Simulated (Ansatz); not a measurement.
# A failed many-body run on Bi2Te2Se (R-3m)

Aim: the G0W0 gap of Bi2Te2Se (R-3m). The first input has a fault.

Program: Ansatz 0.2.0. Level of theory: G0W0 on r2SCAN, plane waves, PAW. Results are calculated unless marked as measured.

### 1. Starting point

It takes space group R-3m (No. 166, trigonal). Conventional cell: a = 4.293 Å, b = 4.293 Å, c = 29.995 Å, α = 90.00°, β = 90.00°, γ = 120.00°. Nearest to Bi lie 3 Te at 3.03 Å and 3 Se at 3.08 Å. Nearest to Te lie 3 Bi at 3.03 Å. Nearest to Se lie 6 Bi at 3.08 Å. Farther neighbours and most contacts between anions are not listed.

Geometry: measured lattice cell, ions relaxed with r2SCAN; the structure entry is the Materials Project's. The runs that relaxed it are not among those shown. Spin-orbit coupling is left out unless a step names it. The default PAW set here is soft_2. Its files were made with PBE.

### 2. First try

input.yaml

```yaml
crystal:
  lattice:
    - [2.1467, 1.239398, 9.998467]
    - [-2.1467, 1.239398, 9.998467]
    - [0.0, -2.478796, 9.998467]
  atoms:
    - { symbol: Bi, position: [0.6057406909, 0.6057406909, 0.6057406909] }
    - { symbol: Bi, position: [0.3942593091, 0.3942593091, 0.3942593091] }
    - { symbol: Te, position: [0.214151186, 0.214151186, 0.214151186] }
    - { symbol: Te, position: [0.785848814, 0.785848814, 0.785848814] }
    - { symbol: Se, position: [0.0, 0.0, 0.0] }
kpoints:
  mp_grid: { grid: [2, 2, 2] }
hamiltonian:
  xc: r2scan
scf:
  occupations: { method: fixed }
gw:
  n_empty_bands: 259
  ecut_chi: 80
  qp_bands: [v2, c2]
  qp_kpoints: band_edges
  screening: { model: contour_deformation }
```

Started as:

```console
$ ansatz run input.yaml --threads 3 --pin off --max-ram 92160MiB --backend cuda --events-out ev --progress --plain --runs-dir out --devices 1 --max-vram 13GiB
```

Numbers of over 12 decimals in the logs are rounded to 6 here.

What it wrote:

```text
GPUs: using 1 of 1 available (devices: 1).
Engine: ansatz 0.2.0, x86_64-unknown-linux-gnu
Pseudopotentials: kind: paw
Pseudopotential: Bi, paw, valence charge 15, recommended cutoff 500 eV (meta_gga), Bi.paw.azcp
Pseudopotential: Te, paw, valence charge 16, recommended cutoff 500 eV (meta_gga), Te.paw.azcp
Pseudopotential: Se, paw, valence charge 16, recommended cutoff 500 eV (meta_gga), Se.paw.azcp
Functional definition: r2SCAN
  parameter k0 = 0.174
  parameter k1 = 0.065
  parameter a1 = 4.9479
  exchange = r2scan_x(k0 = k0, k1 = k1, a1 = a1)
  correlation = r2scan_c
concurrent solve slots: 2 of 3 are kept, ahead of what memory takes: no pass of the eigensolver takes more rounds on 2
device memory: the entry about to start is reckoned to put 3.7 GiB on a device that reports 43.0 GiB free (of which the cap on the GPU budget leaves the run 13.0 GiB)
GPU FFT provider: cuFFT
GPU libraries: cuBLAS 13.8.2, cuFFT 12.4.0, cuSOLVER 12.3.4
Crystal: 5 atoms, lattice volume = 159.612 Å³
Basis set: ecut = 500 eV, 4069 PW (Γ), exchange–correlation on 320×320×320 points (64 copies of the dense FFT grid, shifted against one another)
Bands: 47, of which v1, the nominal top of the filled ones, is band 39 counted from 1 (38 counted from 0)
Symmetry: 12 space group operations
Space group: R-3m (ITA 166), of the structure as read, at distance tolerance 5.4e-5 Å
k-points: 4 of 8
Non-local potential: Bi, projectors of the file, l = 0: 2, l = 1: 2, l = 2: 2, l = 3: 2
Non-local potential: Te, projectors of the file, l = 0: 2, l = 1: 2, l = 2: 2, l = 3: 2
Non-local potential: Se, projectors of the file, l = 0: 2, l = 1: 2, l = 2: 3, l = 3: 1
PAW form: soft (Blöchl's): semilocal exchange-correlation on the pseudo side does not see the compensation charge
PAW frozen core: Bi, regenerated for the run's functional (the file was generated under x = pbe(κ = 0.804, μ = 0.219515), c = pbe(β = 0.066725))
PAW frozen core: Te, regenerated for the run's functional (the file was generated under x = pbe(κ = 0.804, μ = 0.219515), c = pbe(β = 0.066725))
PAW frozen core: Se, regenerated for the run's functional (the file was generated under x = pbe(κ = 0.804, μ = 0.219515), c = pbe(β = 0.066725))
PAW one-centre angular grid: Bi, 590 points (default); XC on 160 Gauss nodes
PAW one-centre angular grid: Te, 590 points (default); XC on 160 Gauss nodes
PAW one-centre angular grid: Se, 590 points (default); XC on 160 Gauss nodes
Initial density: superposition of atomic densities (neutral atoms: chi_scale 0, normalization atom), corrected by the library's trained network
Initial wavefunctions: pseudopotential atomic-orbital guess
GPU buffer pool allocated for 512000 grid points (all kernels)
GPU transforms: local potential: pruned to the plane-wave sphere, on 75×75×75; band sums: pruned to the plane-wave sphere, on 80×80×80
Functional: x = r2scan, c = r2scan; τ floored in thin density (d = 2e-4 eV/Å³)
SCF iter   1: F=—  HF=-44290.381275 eV  |F-HF|=—  |Δ(HF+E_count)|=         —  Δρ=5.41e-3  dr2=7.67e-2  dr2_τ=9.63e-3  ethr=1.77e-3  ⟨swp⟩=5.0  Hψ=653  notcnv=0  defer=21
preconditioner: auto → Resta (q_TF=auto, 2.421 Å⁻¹)  ε∞=3.9  [insulator: Δε(μ)=0.334 eV  Ē_g=9.066 eV  n_scr=42 (ndim 8)  ℏωp=15.6 eV  f_vac=0.019  ε∞_Penn≈3.9]
SCF iter   2: F=—  HF=-44290.402499 eV  |F-HF|=—  |Δ(HF+E_count)|=   2.12e-2  Δρ=3.11e-3  dr2=2.18e-2  dr2_τ=4.15e-4  ethr=9.84e-5  ⟨swp⟩=2.2  Hψ=281  notcnv=0  defer=22
SCF iter   3: F=—  HF=-44290.404209 eV  |F-HF|=—  |Δ(HF+E_count)|=   1.71e-3  Δρ=1.08e-3  dr2=8.76e-3  dr2_τ=1.24e-4  ethr=2.80e-5  ⟨swp⟩=3.0  Hψ=357  notcnv=0  defer=22
SCF iter   4: F=—  HF=-44290.403712 eV  |F-HF|=—  |Δ(HF+E_count)|=   4.97e-4  Δρ=4.87e-4  dr2=8.16e-4  dr2_τ=1.09e-5  ethr=1.12e-5  ⟨swp⟩=3.0  Hψ=223  notcnv=0  defer=22
SCF iter   5: F=—  HF=-44290.403772 eV  |F-HF|=—  |Δ(HF+E_count)|=   6.06e-5  Δρ=1.79e-4  dr2=9.73e-5  dr2_τ=1.04e-6  ethr=1.05e-6  ⟨swp⟩=2.0  Hψ=234  notcnv=0  defer=22
[...]
NSCF: frozen V_eff on 4 k-points
[...]
concurrent solve slots: 2 of 3 are kept, ahead of what memory takes: no pass of the eigensolver takes more rounds on 2
device memory: the entry about to start is reckoned to put 2.1 GiB on a device that reports 39.3 GiB free (of which the cap on the GPU budget leaves the run 13.0 GiB)
NSCF: frozen V_eff on 4 k-points
G₀W₀ screening: q 1/4
[... further progress lines ...]
device memory: the entry about to start is reckoned to put 0.9 GiB on a device that reports 36.9 GiB free (of which the cap on the GPU budget leaves the run 13.0 GiB)
NSCF: frozen V_eff on 1 k-points
device memory: the entry about to start is reckoned to put 0.9 GiB on a device that reports 36.8 GiB free (of which the cap on the GPU budget leaves the run 13.0 GiB)
NSCF: frozen V_eff on 1 k-points
device memory: the entry about to start is reckoned to put 0.9 GiB on a device that reports 36.9 GiB free (of which the cap on the GPU budget leaves the run 13.0 GiB)
NSCF: frozen V_eff on 1 k-points
SCF converged after 8 iterations
Free energy (F): -44290.403787 eV
Harris-Foulkes:  -44290.403787 eV  (|F-HF|=2.39e-8)
Internal energy: -44290.403787 eV  (E = F + TS)
E sigma→0 (E₀):  -44290.403787 eV
Fermi energy:    9.226816 eV
--- Per-component energies (eV) ---
  E_band       = -1154.767298
  E_kinetic    = 1083.386316
  E_local      = -8301.656136  (includes V_loc(G=0)·N_el)
  E_nonlocal   = -90.027531
  E_hartree    = 3962.100456
  E_xc         = -612.808069
  E_vxc        = -644.683626  (∫ρ·V_xc dr)
  E_paw        = -32674.030909  (= ΣΔE_a)
  E_vpaw       = -1166.197008  (= ΣTr[D̂ρ^β])
  E_aug_tail   = -0.000829  (compensation charges beyond the density's cutoff)
  E_vtau       = 40.208961  (kinetic-family band-sum trace: ∫τ·v_τ [+ j·A + Jᵃ·Aᵃ] dr)
  E_ewald      = -7657.923121
  E_core_change = 0.556035  (= ΣΔE_core)
  E_smearing   = -0.000000  (= −TS)
  E_closure    = -0.000000  (closes the sum)
  Σ components = -44290.403787   (vs F -44290.403787, Δ=0.00e0)
--- Band table (eV) ---
  k-point 0: bands = [... 35 lower, 7.6037, 8.1548, 8.1548, 9.2268, 9.5802, 10.2318, 10.2318, 11.4074, ... 4 higher]
  k-point 1: bands = [... 35 lower, 6.3439, 6.8565, 7.9907, 8.5680, 10.1339, 10.8075, 12.2874, 12.4014, ... 4 higher]
  k-point 2: bands = [... 35 lower, 7.1959, 7.2246, 7.4723, 8.1146, 10.6022, 11.0097, 11.6347, 12.2032, ... 4 higher]
  k-point 3: bands = [... 35 lower, 7.8135, 7.8812, 7.8812, 8.5949, 10.1525, 10.5887, 10.5887, 11.2586, ... 4 higher]
--- G₀W₀: contour deformation, 8 samples at zero and on the imaginary axis and 1 off it, 8 q-points, 259 empty bands' worth ---
  eigenvalues of the whole cell's RPA ε∞ on this k-mesh (on a slab, of 1 + 4πα/V) = 60.2528, 60.2528, 132.1495; static W/v taken at q = 0 is 0.018541
  bands read: the sum over 298 bands ends inside a degenerate multiplet in 1 slot, whose members it reads at an even weight; the widest, k=0: bands 298 to 299 (counted from 1) at 1/2 each
  gw.qp_kpoints: band_edges: 4 of 4 stored k-points solved, in 1 pass; an edge of the gap read off the rows below is read off those points alone
    ik  band        ε_KS         Σx   Σc(E_QP)       V_xc       Z   E_QP_lin       E_QP  E_QP is
     0    38      8.1548   -16.3170     1.7754   -14.4506  0.7464     8.0634     8.0638  root
     0    39      9.2268   -15.4067     0.6274   -14.7573  0.7652     9.2048     9.2048  root
     0    40      9.5802    -9.5118    -3.1180   -12.6426  0.7735     9.5930     9.5930  root
     0    41     10.2318    -9.5902    -3.2948   -13.0455  0.7662    10.3932    10.3922  root
     1    38      7.9907   -16.2576     1.6421   -14.5575  0.7516     7.9325     7.9326  root
     1    39      8.5680   -15.5373     0.9448   -14.5579  0.7657     8.5333     8.5334  root
     1    40     10.1339    -9.4132    -3.1357   -12.5930  0.7788    10.1779    10.1779  root
     1    41     10.8075    -9.7245    -3.1828   -13.0605  0.7731    10.9615    10.9607  root
     2    38      7.4723   -16.0667     1.9421   -14.0803  0.7115     7.4278     7.4281  root
     2    39      8.1146   -15.5624     1.0756   -14.4529  0.7638     8.0808     8.0808  root
     2    40     10.6022    -9.1938    -3.0257   -12.2596  0.7856    10.6424    10.6423  root
     2    41     11.0097    -9.1818    -3.4971   -12.6808  0.6389    11.0115    11.0115  root
     3    38      7.8812   -16.3376     1.9723   -14.2898  0.7286     7.8054     7.8056  root
     3    39      8.5949   -14.6626     0.6790   -13.9557  0.7470     8.5671     8.5671  root
     3    40     10.1525   -10.1571    -3.0681   -13.2745  0.7304    10.2019    10.2017  root
     3    41     10.5887    -9.7790    -3.4585   -13.3975  0.7429    10.7506    10.7487  root
```

Elapsed: 23 s, on 1 × NVIDIA H100 80GB HBM3 (shared by 6 runs) with 3 threads of AMD EPYC 7R13 (Zen 3), shared host; peak memory 2.6 GiB.

**Diagnosis.**

The run ended normally, though the input holds a fault or crude settings.

The fault: G0W0 on a mesh far too coarse. So few points can't sample the density or the screening, and the band edges may lie elsewhere in the zone.

It printed a gap of 0.39 eV, which is an artefact of the settings.

### 3. A better input

G0W0 replaces the xc potential by the self-energy, built once from these orbitals. Only a window of levels is corrected, while the sums run over the empty bands that the input names.

Changes to input.yaml since step 2:

```diff
@@ -12,3 +12,3 @@
 kpoints:
-  mp_grid: { grid: [2, 2, 2] }
+  mp_grid: { grid: [4, 4, 4] }
 hamiltonian:
@@ -18,4 +18,4 @@
 gw:
-  n_empty_bands: 259
-  ecut_chi: 80
+  n_empty_bands: 441
+  ecut_chi: 114
   qp_bands: [v2, c2]
```

What it wrote:

```text
GPUs: using 1 of 1 available (devices: 1).
[...]
GPU FFT provider: cuFFT
GPU libraries: cuBLAS 13.8.2, cuFFT 12.4.0, cuSOLVER 12.3.4
Crystal: 5 atoms, lattice volume = 159.612 Å³
Basis set: ecut = 500 eV, 4069 PW (Γ), exchange–correlation on 320×320×320 points (64 copies of the dense FFT grid, shifted against one another)
Bands: 47, of which v1, the nominal top of the filled ones, is band 39 counted from 1 (38 counted from 0)
[... 1 set-up line as in the run before ...]
[...]
k-points: 13 of 64
[...]
GPU buffer pool allocated for 512000 grid points (all kernels)
[...]
SCF iter   1: F=—  HF=-44291.516438 eV  |F-HF|=—  |Δ(HF+E_count)|=         —  Δρ=3.78e-3  dr2=3.42e-2  dr2_τ=8.09e-3  ethr=1.77e-3  ⟨swp⟩=4.9  Hψ=2124  notcnv=0  defer=66
[...]
0    38      8.1037   -15.8660     1.2108   -14.4376  0.7533     7.8855     7.8861  root
     0    39      9.1752   -15.0911     0.1352   -14.7701  0.7700     8.9895     8.9894  root
     0    40      9.5345    -9.8492    -2.9147   -12.6620  0.7874     9.4326     9.4326  root
     0    41     10.1946    -9.9448    -3.0989   -13.0641  0.7752    10.2150    10.2150  root
     2    38      7.9340   -16.1119     1.3598   -14.5578  0.7498     7.7393     7.7397  root
     2    39      8.5128   -15.4461     0.6839   -14.5662  0.7639     8.3168     8.3169  root
     2    40     10.0972    -9.5576    -3.1319   -12.6225  0.7849    10.0302    10.0302  root
     2    41     10.7795    -9.8374    -3.2262   -13.0811  0.7735    10.7971    10.7970  root
[...]
8    38      8.0803   -16.1064     1.2899   -14.6275  0.7519     7.8909     7.8913  root
     8    39      8.8232   -15.6976     0.5930   -14.9304  0.7659     8.6490     8.6491  root
     8    40     10.0662    -9.8335    -3.1248   -12.9022  0.7832    10.0102    10.0101  root
     8    41     10.7671   -10.0765    -3.2589   -13.3679  0.7709    10.7996    10.7996  root
[key lines of the parts left out:]
SCF converged after 7 iterations
Free energy (F): -44291.531877 eV
Fermi energy:    9.175164 eV
```

Wall time 2.1 min (1 × NVIDIA H100 80GB HBM3 (shared by 6 runs) with 3 threads); peak memory 3.4 GiB; 3.5 min of CPU time.

Numbers from this step:

```yaml
bands_summed: 480
rpa_eps_infinity_on_this_mesh_eigenvalues: 24.79, 24.79, 32.37
plane_waves_in_the_screening_matrix: 449
q_points_in_the_mesh: 64
g0w0_gap_on_the_mesh: 0.4432 eV
k_of_the_valence_top: 0, 0, 0
k_of_the_conduction_bottom: 0, 0, 0
starting_gap_on_the_mesh: 0.3593 eV
z_at_the_valence_top: 0.7700
z_at_the_conduction_bottom: 0.7874
least_direct_g0w0_gap_on_the_computed_points: 0.4432 eV
```

The gap on the mesh goes from 0.36 eV to 0.44 eV, a correction of +0.08 eV. Between the two edge states, bare exchange in place of the xc potential would open the gap by 3.13 eV, and correlation takes back 3.05 eV.

### 4. Results

* first try: converged after 23 s
* better run: G0W0 gap on the mesh 0.44 eV (4×4×4 mesh, 441 empty bands, screening to 114 eV)

What this shows: The second run differs in: mesh, empty bands and screening cutoff (eV). Bands and cutoff are finite, so the gap is not at the basis limit. The miss can reach some tenths of an eV and take either sign; the mesh is an error of its own. With atoms this heavy and so narrow a gap, spin-orbit coupling can invert the bands. These scalar-relativistic gaps are then model values, not to be set against experiment, and a spin-orbit change taken from DFT can't simply be added. The RPA ε∞ on this mesh reaches over 25; with a narrow direct gap a coarse mesh can overstate it, and the correction is then too small.

[Paths, hosts, dates, memory and timing lines, banners, echoed tables and standing remarks are left out of the program output.]

[Logs are printed without paths, hosts, clocks, repeated set-up lines and the standing remarks that a program may print on its own settings, such as how far it seeks lower states.]

[Runs of the session that timed out or met a known fault of the program may be left out.]

[Cells called generated may have been cut or substituted from an entry of the Crystallography Open Database or the Materials Project.]

[Hosts, paths, dates, database ids (printed as entryN), source tags and the programs' standing remarks are cut or masked in the printed files.]
